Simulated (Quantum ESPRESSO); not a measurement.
# Energy and gap at +3 % biaxial strain: 1T-PtS2, 1 layer

**Set-up.** Quantum ESPRESSO 7.5 driven by ASE, PBE, GBRV ultrasoft, ESM (bc1); atomic heights clamped; cell area 11.061 Å² at zero strain.

| strain (%) | energy (meV a cell) | gap on the mesh (eV) |
| --- | --- | --- |
| −3 | 121.22 | 1.926 |
| −1.5 | 28.62 | 1.853 |
| 0 | 0.00 | 1.769 |
| +1.5 | 27.85 | 1.685 |

One more run was made and is withheld. What are energy and gap at +3 %, and how stiff is the sheet?

**Fit.** About zero, E'' = (28.62 + 27.85 − 2 × 0.00)/1.5² = 25.10 meV per %² and E' = (27.85 − 28.62)/3 = −0.26 meV per %. With E = A K ε², where K = (C11 + C22)/2 + C12 (C11 + C12 for a hexagonal sheet), K = 25.10 × 10/(2 × 11.061) × 16.02 = 182 N/m. The parabola gives E(+3 %) = 0.00 + 3 × (−0.26) + 4.5 × 25.10 = 112.2 meV. Continuing the last slope, the gap is 2 × 1.685 − 1.769 = 1.601 eV.

What the calculation gave: E = 105.2 meV and the gap 1.601 eV. The parabola misses by +7.0 meV, too high, since bonds soften under tension. The gap's line misses by 0.000 eV.

Caveats: Clamped heights stiffen sheets with several planes. Semilocal gap, no spin-orbit coupling.
